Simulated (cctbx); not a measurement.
# What is wrong with this refinement?

Cell a = 4.1010 Å, b = 4.1010 Å, c = 7.2820 Å, α = 90.00°, β = 90.00°, γ = 90.00°; space group P4/nmm (no. 129, origin choice 1). The compound is WBrF.

The data are simulated with cctbx, not measured: Cu Kα, λ = 1.54184 Å, to d = 0.8 Å, 70 % of the full sphere, strongest reflection 40000 counts, noise from counting, a 4 % proportional error and a noise floor of 2 counts (s.d.); no absorption.

An anisotropic refinement with weights 1/σ² prints:

```text
Rint 0.030, 99 unique reflections to 0.80 A
cycle     R1     wR2    GooF  max shift (A)
   1  0.0544  0.1445   7.801   0.00186
   2  0.0159  0.0464   2.507   0.00005
final R1 0.0159 wR2 0.0464 GooF 2.507  parameters 8  data/parameter 12.4
atom        x        y        z      Ueq    occ   su(xyz)  su(Uiso or U11)
W1     0.50000  0.00000  0.79499   0.0218  1.000  0.00007  0.0003
Br1    0.50000  0.00000  0.35080   0.0216  1.000  0.00020  0.0005
F1     0.00000  0.00000  0.00000   0.0141  1.000  0.00000  0.0018
difference map: max 1.95 min -0.40 rms 0.24
Q1    0.0000  0.5000  0.6913    2    1.98  0.31 A from Br1
Q2    0.0000  0.5000  0.1591    2    1.03  0.33 A from W1
Q3    0.0000  0.0788  0.0439    8    0.55  0.45 A from F1
Q4    0.0000  0.5000  0.3923    2    0.51  1.36 A from W1
Q5    0.0000  0.5000  0.8549    2    0.50  1.50 A from Br1
Q6    0.1860  0.3140  0.3820    8    0.32  1.68 A from W1
```

Q: Accept it or mend it, and why?

Mend it. The fault: dispersion terms of the wrong wavelength (0.71073 Å). Against the right model at the same level, R1 goes from 0.0068 to 0.0159 and GooF from 0.91 to 2.51, U of F1 shrinks from 0.0208 to 0.0141 Å² and the top difference peak, 2.0 e/Å³, lies on Br1. f′ and f″ must be those of the data's wavelength; the error mimics a mistyped heavy atom. The signs are weak, and the output alone doesn't single this fault out.

The compound is WBrF. The right model at the same level gives:

```text
Rint 0.030, 99 unique reflections to 0.80 A
cycle     R1     wR2    GooF  max shift (A)
   1  0.0357  0.1000   5.399   0.00049
   2  0.0068  0.0169   0.912   0.00000
final R1 0.0068 wR2 0.0169 GooF 0.912  parameters 8  data/parameter 12.4
atom        x        y        z      Ueq    occ   su(xyz)  su(Uiso or U11)
W1     0.50000  0.00000  0.79507   0.0199  1.000  0.00002  0.0001
Br1    0.50000  0.00000  0.35059   0.0241  1.000  0.00007  0.0002
F1     0.00000  0.00000  0.00000   0.0208  1.000  0.00000  0.0007
difference map: max 0.37 min -0.28 rms 0.09
Q1    0.0000  0.5000  0.0015    2    0.37  1.48 A from W1
Q2    0.0000  0.5000  0.3845    2    0.35  1.31 A from W1
Q3    0.0000  0.5000  0.7587    2    0.32  0.80 A from Br1
Q4    0.0000  0.5000  0.5064    2    0.29  1.04 A from Br1
Q5    0.1771  0.3229  0.2856    8    0.25  1.18 A from W1
Q6    0.0000  0.5000  0.6208    2    0.24  0.21 A from Br1
```

Isotropic U is held between 0.0001 and 1 Å² by the program, and listed peak heights are interpolated, so they can pass the grid's maximum.

This is a model crystal, built by substitution and not relaxed, with assumed displacement parameters.

[Middle refinement cycles are left out of these outputs.]

[Logs are printed without paths, hosts, clocks, repeated set-up lines and the standing remarks that a program may print on its own settings, such as how far it seeks lower states.]
